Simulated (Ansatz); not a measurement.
Planning a run of Ansatz 0.2.0 on Si3N4 (I-43d). The input:

```yaml
crystal:
  lattice:
    - [-3.23735, 3.23735, 3.23735]
    - [3.23735, -3.23735, 3.23735]
    - [3.23735, 3.23735, -3.23735]
  atoms:
    - { symbol: Si, position: [0.25, 0.125, 0.875] }
    - { symbol: Si, position: [0.875, 0.25, 0.125] }
    - { symbol: Si, position: [0.75, 0.375, 0.625] }
    - { symbol: Si, position: [0.625, 0.75, 0.375] }
    - { symbol: Si, position: [0.125, 0.875, 0.25] }
    - { symbol: Si, position: [0.375, 0.625, 0.75] }
    - { symbol: "N", position: [0.5628, 0.5628, 0.5628] }
    - { symbol: "N", position: [0.4372, 0.5, 0.0] }
    - { symbol: "N", position: [0.5, 0.0, 0.9372] }
    - { symbol: "N", position: [0.0, 0.4372, 0.5] }
    - { symbol: "N", position: [0.9372, 0.5, 0.0] }
    - { symbol: "N", position: [0.0628, 0.0628, 0.0628] }
    - { symbol: "N", position: [0.0, 0.9372, 0.5] }
    - { symbol: "N", position: [0.5, 0.0, 0.4372] }
kpoints:
  mp_grid: { grid: [4, 4, 4] }
hamiltonian:
  xc: lda
  pseudopotentials: { kind: paw, azcp: { folder: soft_1 }, xc_functional: pbe }
scf:
  occupations: { method: fixed }
gw:
  n_empty_bands: 566
  ecut_chi: 50
  qp_bands: [v4, c4]
  qp_kpoints: band_edges
  screening: { model: contour_deformation }
```

```sh
ansatz run input.yaml --threads 3 --pin off --max-ram 92160MiB --backend cuda --events-out ev --progress --plain --runs-dir out --devices 1 --max-vram 13GiB
```

Question: Estimate wall time and host memory on 1 × NVIDIA H100 80GB HBM3 (shared by 6 runs) with 3 threads of AMD EPYC 7R13 (Zen 3), shared host.

It took 21 s; on shared hardware allow 11 s to 43 s. Peak host memory was 1.5 GiB. The sizes that set the cost: 2659 plane waves a state, 8 irreducible k points, 598 bands summed, 87 plane waves in the screening and 7 SCF cycles.

The screening grows as filled bands × empty bands × pairs of k points, times the square of the screening basis for the matrix.

[Paths, hosts, dates, memory and timing lines, banners, echoed tables and standing remarks are left out of the program output.]

[Logs are printed without paths, hosts, clocks, repeated set-up lines and the standing remarks that a program may print on its own settings, such as how far it seeks lower states.]

[Runs of the session that timed out or met a known fault of the program may be left out.]

[Cells called generated may have been cut or substituted from an entry of the Crystallography Open Database or the Materials Project.]

[Hosts, paths, dates, database ids (printed as entryN), source tags and the programs' standing remarks are cut or masked in the printed files.]
